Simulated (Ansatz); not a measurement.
# Ni3GeC (Pm-3m): phonons and vibrational spectra

Aim: the vibrations of Ni3GeC (Pm-3m), their spectra, and whether the structure is stable.

Program: Ansatz 0.2.0. Level of theory: DFT PBEsol, scalar-relativistic, plane waves, PAW; PAW set soft_1. Results are calculated unless marked as measured.

## (1) The starting structure

The structure is cubic, space group Pm-3m (No. 221). Conventional cell: a = 3.809 Å, b = 3.809 Å, c = 3.809 Å, α = 90.00°, β = 90.00°, γ = 90.00°. Nearest to Ni lie 2 C at 1.90 Å and 4 Ge at 2.69 Å and 8 Ni at 2.69 Å. Ge has 12 Ni at 2.69 Å nearest. Nearest to C lie 6 Ni at 1.90 Å. Farther neighbours are not listed.

## (2) Bringing the structure to rest

Harmonic phonons are second derivatives at a point where the forces vanish, and they are wanted at zero stress, so atoms and cell are relaxed first.

Contents of input.yaml:

```yaml
crystal:
  lattice:
    - [3.808709, 0.0, 0.0]
    - [0.0, 3.808709, 0.0]
    - [0.0, 0.0, 3.808709]
  atoms:
    - { symbol: Ni, position: [0.0, 0.5, 0.5] }
    - { symbol: Ni, position: [0.5, 0.5, 0.0] }
    - { symbol: Ni, position: [0.5, 0.0, 0.5] }
    - { symbol: Ge, position: [0.0, 0.0, 0.0] }
    - { symbol: C, position: [0.5, 0.5, 0.5] }
kpoints:
  mp_grid: { grid: [10, 10, 10] }
hamiltonian:
  xc: pbesol
  pseudopotentials: { kind: paw, azcp: { folder: soft_1 }, xc_functional: pbe }
scf:
  occupations: { method: gaussian, width: 0.1 }
output:
  forces: true
  stress: true
  eigenvalues: true
  write_density: true
  write_potential: true
  elf: true
  volumetric_format: npy
relax:
  adjacent_minimum: "off"
  f_tol: 0.005
  max_steps: 80
  cell: { stress_tol: 0.05 }
```

Command:

```
ansatz run input.yaml --threads 4 --pin off --max-ram 10240MiB --backend cpu --events-out ev --progress --plain --runs-dir out
```

Numbers of over 12 decimals in the logs are rounded to 6 here.

The program printed:

```text
Engine: ansatz 0.2.0, aarch64-unknown-linux-gnu
Pseudopotentials: kind: paw
Pseudopotential: Ni, paw, valence charge 18, recommended cutoff 420 eV (normal), soft_1/Ni.paw.azcp
Pseudopotential: Ge, paw, valence charge 14, recommended cutoff 420 eV (normal), soft_1/Ge.paw.azcp
Pseudopotential: C, paw, valence charge 4, recommended cutoff 420 eV (normal), soft_1/C.paw.azcp
Functional definition: PBEsol
  exchange = pbesol_x
  correlation = pbesol_c
Crystal: 5 atoms, lattice volume = 55.250 Å³
Basis set: ecut = 420 eV, 1045 PW (Γ), exchange–correlation on 54×54×54 points (8 copies of the dense FFT grid, shifted against one another)
Bands: 44, of which v1, the nominal top of the filled ones, is band 36 counted from 1 (35 counted from 0)
Symmetry: 48 space group operations
Space group: Pm-3m (ITA 221), of the structure as read, at distance tolerance 3.8e-5 Å
k-points: 56 of 1000
Non-local potential: Ni, projectors of the file, l = 0: 3, l = 1: 2, l = 2: 3, l = 3: 1
Non-local potential: Ge, projectors of the file, l = 0: 2, l = 1: 2, l = 2: 3, l = 3: 1
Non-local potential: C, projectors of the file, l = 0: 2, l = 1: 2, l = 2: 1
PAW form: soft (Blöchl's): semilocal exchange-correlation on the pseudo side does not see the compensation charge
PAW frozen core: Ni, regenerated for the run's functional, and the local potential with it (the file was generated under x = pbe(κ = 0.804, μ = 0.219515), c = pbe(β = 0.066725))
PAW frozen core: Ge, regenerated for the run's functional, and the local potential with it (the file was generated under x = pbe(κ = 0.804, μ = 0.219515), c = pbe(β = 0.066725))
PAW frozen core: C, regenerated for the run's functional, and the local potential with it (the file was generated under x = pbe(κ = 0.804, μ = 0.219515), c = pbe(β = 0.066725))
PAW one-centre angular grid: Ni, 590 points (default); XC on 64 Gauss nodes
PAW one-centre angular grid: Ge, 590 points (default); XC on 64 Gauss nodes
PAW one-centre angular grid: C, 110 points (default); XC on 64 Gauss nodes
Initial density: superposition of atomic densities (chi_scale 0.1, normalization cell, long waves kept (reshape's long-wave potential 0.00 eV rms))
Initial wavefunctions: pseudopotential atomic-orbital guess
Functional: x = pbesol(κ = 0.804, μ = 0.123457), c = pbesol(β = 0.046)
SCF iter   1: F=—  HF=-21916.856599 eV  |F-HF|=—  |Δ(HF+E_count)|=         —  Δρ=1.18e-1  dr2=9.05e0  ethr=3.10e-3  ⟨swp⟩=5.9  Hψ=8077  notcnv=0  defer=7
preconditioner: auto → Kerker (q_TF=auto, 2.851 Å⁻¹)  [metal: Δε(μ)=0.006 eV  Ē_g=12.430 eV  σ=0.100 eV  W_gap=0.03  n_scr=18 (ndim 8)  ℏωp=34.6 eV  f_vac=0.000  D(μ)=1.58/eV (n_scr^D=6)]
SCF iter   2: F=—  HF=-21915.492046 eV  |F-HF|=—  |Δ(HF+E_count)|=    1.36e0  Δρ=4.38e-2  dr2=2.09e0  ethr=3.10e-3  ⟨swp⟩=3.1  Hψ=4260  notcnv=0  defer=120
SCF iter   3: F=—  HF=-21915.015529 eV  |F-HF|=—  |Δ(HF+E_count)|=   4.77e-1  Δρ=1.68e-2  dr2=4.39e-1  ethr=2.90e-3  ⟨swp⟩=2.1  Hψ=2997  notcnv=0  defer=120
SCF iter   4: F=—  HF=-21914.924487 eV  |F-HF|=—  |Δ(HF+E_count)|=   9.10e-2  Δρ=6.87e-3  dr2=1.99e-2  ethr=6.10e-4  ⟨swp⟩=2.3  Hψ=3599  notcnv=0  defer=113
SCF iter   5: F=—  HF=-21914.923410 eV  |F-HF|=—  |Δ(HF+E_count)|=   1.08e-3  Δρ=2.73e-3  dr2=3.85e-3  ethr=2.77e-5  ⟨swp⟩=2.1  Hψ=3053  notcnv=0  defer=107
SCF iter   6: F=—  HF=-21914.920348 eV  |F-HF|=—  |Δ(HF+E_count)|=   3.06e-3  Δρ=8.76e-4  dr2=1.94e-4  ethr=5.35e-6  ⟨swp⟩=2.0  Hψ=3691  notcnv=0  defer=107
SCF iter   7: F=—  HF=-21914.920480 eV  |F-HF|=—  |Δ(HF+E_count)|=   1.32e-4  Δρ=3.20e-4  dr2=4.12e-5  ethr=2.69e-7  ⟨swp⟩=2.0  Hψ=4397  notcnv=0  defer=107
SCF iter   8: F=—  HF=-21914.920498 eV  |F-HF|=—  |Δ(HF+E_count)|=   1.84e-5  Δρ=6.55e-5  dr2=2.08e-6  ethr=5.72e-8  ⟨swp⟩=2.3  Hψ=3654  notcnv=0  defer=107
SCF iter   9: F=—  HF=-21914.920498 eV  |F-HF|=—  |Δ(HF+E_count)|=   5.68e-8  Δρ=2.25e-5  dr2=2.40e-7  ethr=2.89e-9  ⟨swp⟩=2.4  Hψ=3913  notcnv=0  defer=107
SCF iter  10: F=-21914.920498 eV  HF=-21914.920498 eV  |F-HF|=9.20e-9  |Δ(HF+E_count)|=   3.80e-8  Δρ=3.99e-6  dr2=8.02e-9  ethr=1.39e-10  ⟨swp⟩=13.7  Hψ=17109  notcnv=0
SCF 1 converged in 10 iterations: F = -21914.920498 eV  dr2 = 8.02e-9
  greatest PAW one-centre occupation: 1.001 electrons in one spin orbital (limit 2), on the Ni atom at site 1 (counted from 0), in its partial waves of l = 1
relax step   1: F+E_penalty+E_count = -21914.92049830 eV  Δ(F+E_penalty+E_count) = +0.000e0 eV  max|allowed force component| = 4.906e-29 eV/Å  Δτ_max = 0.0000 Å  P = -7.045 GPa  Ω = 55.250 Å³  (10 SCF iters, dr2 threshold 1.00e-7 eV, accepted)
Crystal: 5 atoms, lattice volume = 54.143 Å³
Basis set: ecut = 420 eV, 1021 PW (Γ), exchange–correlation on 54×54×54 points (8 copies of the dense FFT grid, shifted against one another)
Initial density: handed on by an earlier stage of this run
Initial wavefunctions: those handed on with the density
iter 1 solved again at ethr=1.54e-5 eV; its pass at ethr=3.10e-3 eV (dr2=1.11e-2 eV) is discarded
SCF iter   1: F=—  HF=-21914.959731 eV  |F-HF|=—  |Δ(HF+E_count)|=         —  Δρ=4.00e-3  dr2=1.11e-2  ethr=1.54e-5  ⟨swp⟩=1.1  Hψ=10918  notcnv=0
preconditioner: auto → Kerker (q_TF=auto, 2.861 Å⁻¹)  [metal: Δε(μ)=0.027 eV  Ē_g=12.757 eV  σ=0.100 eV  W_gap=0.15  n_scr=18 (ndim 8)  ℏωp=35.0 eV  f_vac=0.000  D(μ)=4.41/eV (n_scr^D=56)]
SCF iter   2: F=—  HF=-21914.958329 eV  |F-HF|=—  |Δ(HF+E_count)|=   1.40e-3  Δρ=2.13e-3  dr2=3.92e-3  ethr=1.54e-5  ⟨swp⟩=1.0  Hψ=2466  notcnv=0
SCF iter   3: F=—  HF=-21914.957527 eV  |F-HF|=—  |Δ(HF+E_count)|=   8.02e-4  Δρ=3.14e-4  dr2=9.19e-5  ethr=5.44e-6  ⟨swp⟩=2.0  Hψ=3004  notcnv=0
SCF iter   4: F=—  HF=-21914.957495 eV  |F-HF|=—  |Δ(HF+E_count)|=   3.14e-5  Δρ=1.57e-4  dr2=1.37e-5  ethr=1.28e-7  ⟨swp⟩=2.0  Hψ=4043  notcnv=0
SCF iter   5: F=—  HF=-21914.957490 eV  |F-HF|=—  |Δ(HF+E_count)|=   5.27e-6  Δρ=4.21e-5  dr2=1.48e-6  ethr=1.91e-8  ⟨swp⟩=2.5  Hψ=3627  notcnv=0
SCF iter   6: F=-21914.957490 eV  HF=-21914.957490 eV  |F-HF|=2.50e-7  |Δ(HF+E_count)|=   2.20e-7  Δρ=3.52e-5  dr2=3.58e-7  ethr=6.94e-10  ⟨swp⟩=9.8  Hψ=19169  notcnv=0
SCF 2 converged in 6 iterations: F = -21914.957490 eV  dr2 = 3.58e-7
  Residual-converged pass: ⟨swp⟩=1.0  Hψ=2688  notcnv=0  max |occ|·‖R‖ = 6.9e-9 eV (tolerance 1.0e-8 eV)  dr2=3.58e-7  dr2_onsite=1.03e-7  max |Δocc| = 1.9e-10
  greatest PAW one-centre occupation: 1.001 electrons in one spin orbital (limit 2), on the Ni atom at site 0 (counted from 0), in its partial waves of l = 1
relax step   2: F+E_penalty+E_count = -21914.95748955 eV  Δ(F+E_penalty+E_count) = -3.699e-2 eV  max|allowed force component| = 6.127e-30 eV/Å  Δτ_max = 0.0000 Å  P = -3.351 GPa  Ω = 54.143 Å³  energy of the carried Pulay correction = +8.356e-4 eV  (6 SCF iters, dr2 threshold 5.00e-7 eV, accepted)
Crystal: 5 atoms, lattice volume = 53.177 Å³
iter 1 solved again at ethr=1.32e-5 eV; its pass at ethr=3.10e-3 eV (dr2=9.48e-3 eV) is discarded
SCF iter   1: F=—  HF=-21914.969604 eV  |F-HF|=—  |Δ(HF+E_count)|=         —  Δρ=3.64e-3  dr2=9.07e-3  ethr=1.32e-5  ⟨swp⟩=1.5  Hψ=10366  notcnv=0
preconditioner: auto → Kerker (q_TF=auto, 2.870 Å⁻¹)  [metal: Δε(μ)=0.025 eV  Ē_g=12.885 eV  σ=0.100 eV  W_gap=0.14  n_scr=18 (ndim 8)  ℏωp=35.3 eV  f_vac=0.000  D(μ)=4.31/eV (n_scr^D=56)]
SCF iter   2: F=—  HF=-21914.968456 eV  |F-HF|=—  |Δ(HF+E_count)|=   1.15e-3  Δρ=1.95e-3  dr2=3.22e-3  ethr=1.26e-5  ⟨swp⟩=1.0  Hψ=2466  notcnv=0
SCF iter   3: F=—  HF=-21914.967793 eV  |F-HF|=—  |Δ(HF+E_count)|=   6.63e-4  Δρ=2.77e-4  dr2=7.18e-5  ethr=4.48e-6  ⟨swp⟩=2.0  Hψ=2986  notcnv=0
SCF iter   4: F=—  HF=-21914.967760 eV  |F-HF|=—  |Δ(HF+E_count)|=   3.28e-5  Δρ=1.43e-4  dr2=1.08e-5  ethr=9.98e-8  ⟨swp⟩=2.0  Hψ=4200  notcnv=0
SCF iter   5: F=—  HF=-21914.967756 eV  |F-HF|=—  |Δ(HF+E_count)|=   4.38e-6  Δρ=3.38e-5  dr2=9.34e-7  ethr=1.50e-8  ⟨swp⟩=2.6  Hψ=3850  notcnv=0
SCF iter   6: F=-21914.967755 eV  HF=-21914.967756 eV  |F-HF|=2.92e-7  |Δ(HF+E_count)|=   9.67e-8  Δρ=3.49e-5  dr2=3.50e-7  ethr=6.94e-10  ⟨swp⟩=9.9  Hψ=18827  notcnv=0
SCF 3 converged in 6 iterations: F = -21914.967755 eV  dr2 = 3.50e-7
  Residual-converged pass: ⟨swp⟩=1.0  Hψ=2688  notcnv=0  max |occ|·‖R‖ = 7.0e-9 eV (tolerance 1.0e-8 eV)  dr2=3.50e-7  dr2_onsite=1.05e-7  max |Δocc| = 3.2e-10
relax step   3: F+E_penalty+E_count = -21914.96775532 eV  Δ(F+E_penalty+E_count) = -1.027e-2 eV  max|allowed force component| = 1.446e-29 eV/Å  Δτ_max = 0.0000 Å  P = +0.252 GPa  Ω = 53.177 Å³  energy of the carried Pulay correction = +1.579e-3 eV  (6 SCF iters, dr2 threshold 5.00e-7 eV, accepted)
[...]
relax step   4: F+E_penalty+E_count = -21914.96775526 eV  Δ(F+E_penalty+E_count) = +5.145e-8 eV  max|allowed force component| = 8.572e-30 eV/Å  Δτ_max = 0.0000 Å  P = -0.006 GPa  Ω = 53.243 Å³  energy of the carried Pulay correction = +1.528e-3 eV  (6 SCF iters, dr2 threshold 1.58e-7 eV, accepted)
Initial wavefunctions: pseudopotential atomic-orbital guess (no wavefunctions were taken with the density)
iter 1 solved again at ethr=4.02e-8 eV; its pass at ethr=3.10e-3 eV (dr2=2.89e-5 eV) is discarded
SCF iter   1: F=—  HF=-21914.966256 eV  |F-HF|=—  |Δ(HF+E_count)|=         —  Δρ=7.10e-5  dr2=5.11e-7  ethr=4.02e-8  ⟨swp⟩=3.2  Hψ=15334  notcnv=0
preconditioner: auto → Kerker (q_TF=auto, 2.869 Å⁻¹)  [metal: Δε(μ)=0.018 eV  Ē_g=12.889 eV  σ=0.100 eV  W_gap=0.10  n_scr=18 (ndim 8)  ℏωp=35.3 eV  f_vac=0.000  D(μ)=4.34/eV (n_scr^D=56)]
SCF iter   2: F=—  HF=-21914.966263 eV  |F-HF|=—  |Δ(HF+E_count)|=   6.55e-6  Δρ=6.53e-5  dr2=1.08e-6  ethr=7.09e-10  ⟨swp⟩=2.0  Hψ=4494  notcnv=0
SCF iter   3: F=—  HF=-21914.966262 eV  |F-HF|=—  |Δ(HF+E_count)|=   1.47e-7  Δρ=1.04e-5  dr2=9.81e-9  ethr=7.09e-10  ⟨swp⟩=2.4  Hψ=3819  notcnv=0
SCF iter   4: F=—  HF=-21914.966262 eV  |F-HF|=—  |Δ(HF+E_count)|=   1.72e-8  Δρ=4.09e-6  dr2=4.09e-9  ethr=1.36e-11  ⟨swp⟩=2.1  Hψ=4515  notcnv=0
SCF iter   5: F=—  HF=-21914.966262 eV  |F-HF|=—  |Δ(HF+E_count)|=   5.74e-9  Δρ=7.95e-7  dr2=1.75e-10  ethr=5.69e-12  ⟨swp⟩=2.0  Hψ=4491  notcnv=0
SCF iter   6: F=—  HF=-21914.966262 eV  |F-HF|=—  |Δ(HF+E_count)|=  2.18e-10  Δρ=7.35e-7  dr2=2.84e-10  ethr=1.00e-12  ⟨swp⟩=6.4  Hψ=13049  notcnv=0
SCF iter   7: F=-21914.966262 eV  HF=-21914.966262 eV  |F-HF|=2.91e-11  |Δ(HF+E_count)|=  5.46e-11  Δρ=1.58e-7  dr2=2.24e-11  ethr=1.00e-12  ⟨swp⟩=4.6  Hψ=11451  notcnv=0
SCF 5 converged in 7 iterations: F = -21914.966262 eV  dr2 = 2.24e-11
  greatest PAW one-centre occupation: 1.001 electrons in one spin orbital (limit 2), on the Ni atom at site 2 (counted from 0), in its partial waves of l = 1
relax step   5: F+E_penalty+E_count = -21914.96626239 eV  Δ(F+E_penalty+E_count) = +1.493e-3 eV  max|allowed force component| = 8.599e-30 eV/Å  Δτ_max = 0.0000 Å  P = -0.010 GPa  Ω = 53.243 Å³  stress off target by 9.54e-3 GPa  SCF on the basis re-selected at this cell (its energy is not comparable with the rows above)  (7 SCF iters)
basis re-selected at this cell: Δ(F+E_penalty+E_count) = +1.493e-3 eV, ΔP = -0.004 GPa vs the last step (what re-selecting the basis moved, of the pressure what is left beyond the Pulay correction that the steps carried, after the strain that the cell walked since its last selection, with what the two solves' SCF thresholds leave and, on support functions, any second-order correction that the steps lacked; it is no m [...]
SCF converged after 7 iterations
Free energy (F): -21914.966262 eV
Harris-Foulkes:  -21914.966262 eV  (|F-HF|=2.91e-11)
Internal energy: -21914.944568 eV  (E = F + TS)
E sigma→0 (E₀):  -21914.955415 eV
Entropy (-TS):   -0.021694 eV (-4.339 meV/atom)
Fermi energy:    16.797278 eV
--- Per-component energies (eV) ---
  E_band       = -954.359477
  E_kinetic    = 1205.761007
  E_local      = -10786.236639  (includes V_loc(G=0)·N_el)
  E_nonlocal   = -100.590078
  E_hartree    = 5692.280866
  E_xc         = -456.321334
  E_vxc        = -561.804371  (∫ρ·V_xc dr)
  E_paw        = -6938.081564  (= ΣΔE_a)
  E_vpaw       = -2096.053396  (= ΣTr[D̂ρ^β])
  E_aug_tail   = 0.002388  (compensation charges beyond the density's cutoff)
  E_ewald      = -10533.290120
  E_core_change = 1.530906  (= ΣΔE_core)
  E_smearing   = -0.021694  (= −TS)
  E_closure    = -0.000000  (closes the sum)
  Σ components = -21914.966262   (vs F -21914.966262, Δ=0.00e0)
--- Forces (eV/Å), atoms counted from 1 ---
  atom   1  Ni    -0.00000000     0.00000000     0.00000000
  atom   2  Ni    -0.00000000     0.00000000     0.00000000
  atom   3  Ni     0.00000000     0.00000000     0.00000000
  atom   4  Ge     0.00000000     0.00000000     0.00000000
  atom   5  C      0.00000000    -0.00000000    -0.00000000
  max |Σ_I F_I| component: 2.27e-29 eV/Å
--- Stress (GPa, compression-positive) ---
       -0.009543      -0.000000       0.000000
       -0.000000      -0.009543      -0.000000
        0.000000      -0.000000      -0.009543
  P = ⅓ Tr σ = -0.0095 GPa (-0.095 kbar)
--- Band table (eV; the first three rows and the last of 56) ---
  k-point 0: bands = [... 32 lower, 15.8244, 15.8244, 15.8244, 16.0756, 17.4378, 18.2706, 18.2706, 18.2706, ... 4 higher]
  k-point 1: bands = [... 32 lower, 15.8245, 15.8764, 15.8764, 16.0382, 17.2628, 18.3807, 18.3807, 18.5100, ... 4 higher]
  k-point 2: bands = [... 32 lower, 15.8247, 15.9280, 16.0541, 16.0541, 17.1926, 18.6466, 18.6466, 18.7763, ... 4 higher]
  k-point 55: bands = [... 32 lower, 15.3729, 15.8650, 15.8650, 15.8650, 16.4195, 17.7805, 17.7805, 17.7805, ... 4 higher]
--- Relaxed structure (4 steps of the walk, 4 accepted, 1 SCFs on fresh bases) ---
  F+E_penalty+E_count = -21914.96626239 eV   max|allowed force component| = 8.599e-30 eV/Å   (the final SCF, on the basis selected at the relaxed cell)
  cell:  # Å, volume = 53.2433 Å³
    - [3.762024, 0, 0]
    - [0, 3.762024, 0]
    - [0, 0, 3.762024]
  atoms:
    - { symbol: Ni, position: [0, 0.5, 0.5] }
    - { symbol: Ni, position: [0.5, 0.5, 0] }
    - { symbol: Ni, position: [0.5, 0, 0.5] }
    - { symbol: Ge, position: [0, 0, 0] }
    - { symbol: C, position: [0.5, 0.5, 0.5] }
```

Run time: 14 s. Hardware: 4 threads of Arm Neoverse V2, shared host; peak memory 0.47 GiB.

This run has no spin polarisation, although Ni can carry a moment.

Relaxation path:

| step | energy less that of the first step (eV) | largest force component (eV/Å) | pressure (GPa) | volume (Å³) |
| --- | --- | --- | --- | --- |
| 1 | 0.0000 | 0.0000 | -7.05 | 55.25 |
| 2 | -0.0370 | 0.0000 | -3.35 | 54.14 |
| 3 | -0.0473 | 0.0000 | 0.25 | 53.18 |
| 4 | -0.0473 | 0.0000 | -0.01 | 53.24 |
| 5* | -0.0458 | 0.0000 | -0.01 | 53.24 |

Relaxation steps marked * repeat the geometry before them on a plane-wave basis chosen anew for their cell, so energy and pressure can jump there.

Forces are held to the 48 operations that the run works with; a distortion that breaks them can't arise in this run.

| conventional cell, symmetrised | before | after | change |
| --- | --- | --- | --- |
| a (Å) | 3.809 | 3.762 | -1.2 % |
| b (Å) | 3.809 | 3.762 | -1.2 % |
| c (Å) | 3.809 | 3.762 | -1.2 % |
| volume (Å³/atom) | 11.05 | 10.65 | -3.6 % |

Final coordinates:

```cif
data_structure
_symmetry_space_group_name_H-M 'P 1'
_symmetry_Int_Tables_number 1
_cell_length_a 3.7620
_cell_length_b 3.7620
_cell_length_c 3.7620
_cell_angle_alpha 90.000
_cell_angle_beta 90.000
_cell_angle_gamma 90.000
_cell_volume 53.24
loop_
_atom_site_label
_atom_site_type_symbol
_atom_site_fract_x
_atom_site_fract_y
_atom_site_fract_z
_atom_site_occupancy
Ni1 Ni 0.00000 0.50000 0.50000 1
Ni2 Ni 0.50000 0.50000 0.00000 1
Ni3 Ni 0.50000 0.00000 0.50000 1
Ge4 Ge 0.00000 0.00000 0.00000 1
C5 C 0.50000 0.50000 0.50000 1
```

This step gave:

* pressure: -0.009543 GPa
* volume per atom: 10.65 Å³
* gap on the k-mesh: 0 eV

Valence density in the ac plane at fractional y = 0.500, with atoms of Ni and C within 0.2 Å of it. It is the smooth field of the valence electrons, not physical close to the nuclei.

Ten steps, logarithmic in the rise over the least value, from '_' (0 e/Å³) to '@' (48 e/Å³), each cell a mean:
```
________::++%%%%##==..______
________..--++++==::..______
__________..::::::..________
::::..__......::....____..::
**++--....::::::::......--++
@@##==::::::------::..::++%%
@@%%++::::::------::::::**%%
##**--....::::::::::..::==**
==--........::::::......::--
..________....::....________
________..::--==--::________
________::==##%%**==..______
________::**@@@@%%++::______
```
Columns run along a (3.8 Å), rows up along c (3.8 Å). Atoms in or near the plane, at fractional coordinates: Ni at (0.00, 0.50), Ni at (0.50, 0.00), C at (0.50, 0.50).

Electrostatic potential energy in the ac plane at fractional y = 0.500, with atoms of Ni and C within 0.2 Å of it. With pseudopotentials it is smooth inside the atoms' cores, unlike the true potential.

Ten even steps from '_' (-39 eV) to '@' (28 eV), each cell a mean:
```
%%%%%%##++++##%%**==**%%%%%%
%%%%%%%%**====++==++##%%%%%%
####%%%%%%##++++**##%%%%%%##
++++##%%%%##****####%%##**++
**++++**##**--::==**##**==++
@@##==++**--____..==**++++%%
@@%%==++**--______==**++++%%
##++==**##++::..--**##++==**
==++**######**++**##%%##++++
####%%%%%%##******##%%%%####
%%%%%%%%##++======**##%%%%%%
%%%%%%##++==**##**==**%%%%%%
%%%%%%##++++@@@@%%++++%%%%%%
```
Columns run along a (3.8 Å; values clipped at the 3rd and 97th percentile), rows up along c (3.8 Å). Atoms in or near the plane, at fractional coordinates: Ni at (0.00, 0.50), Ni at (0.50, 0.00), C at (0.50, 0.50).

ELF in the ac plane at fractional y = 0.500, with atoms of Ni and C within 0.2 Å of it. It is the smooth field of the valence electrons, not physical close to the nuclei.

Values, 13 rows by 14 columns, each cell a mean:
```
0.20 0.20 0.20 0.16 0.19 0.38 0.75 0.86 0.65 0.31 0.18 0.17 0.20 0.20
0.19 0.20 0.21 0.18 0.17 0.23 0.35 0.42 0.31 0.20 0.17 0.19 0.21 0.20
0.16 0.17 0.19 0.22 0.22 0.22 0.23 0.24 0.23 0.22 0.22 0.21 0.18 0.16
0.20 0.19 0.17 0.23 0.39 0.51 0.57 0.58 0.55 0.48 0.35 0.19 0.17 0.20
0.52 0.39 0.22 0.23 0.52 0.70 0.65 0.61 0.68 0.68 0.44 0.19 0.25 0.43
0.90 0.71 0.32 0.24 0.57 0.67 0.33 0.17 0.44 0.70 0.49 0.20 0.40 0.79
0.94 0.77 0.34 0.24 0.58 0.66 0.25 0.09 0.38 0.70 0.50 0.20 0.44 0.85
0.66 0.49 0.24 0.23 0.54 0.71 0.57 0.49 0.63 0.70 0.46 0.19 0.29 0.55
0.27 0.23 0.18 0.23 0.44 0.61 0.67 0.68 0.66 0.58 0.39 0.19 0.19 0.25
0.16 0.16 0.18 0.22 0.26 0.28 0.30 0.30 0.29 0.27 0.26 0.21 0.17 0.16
0.18 0.19 0.21 0.19 0.17 0.19 0.24 0.27 0.23 0.18 0.17 0.20 0.20 0.19
0.20 0.20 0.20 0.17 0.19 0.34 0.65 0.76 0.56 0.28 0.18 0.17 0.20 0.20
0.20 0.20 0.19 0.16 0.20 0.46 0.88 0.96 0.79 0.36 0.19 0.16 0.20 0.20
```
Columns run along a (3.8 Å), rows up along c (3.8 Å). Atoms in or near the plane, at fractional coordinates: Ni at (0.00, 0.50), Ni at (0.50, 0.00), C at (0.50, 0.50).

In this step the volume went from 11.05 to 10.65 Å³/atom.

(Continued in part 2 of 3.)

[Logs are printed without paths, hosts, clocks, repeated set-up lines and the standing remarks that a program may print on its own settings, such as how far it seeks lower states.]

[Hosts, paths, dates, database ids (printed as entryN), source tags and the programs' standing remarks are cut or masked in the printed files.]
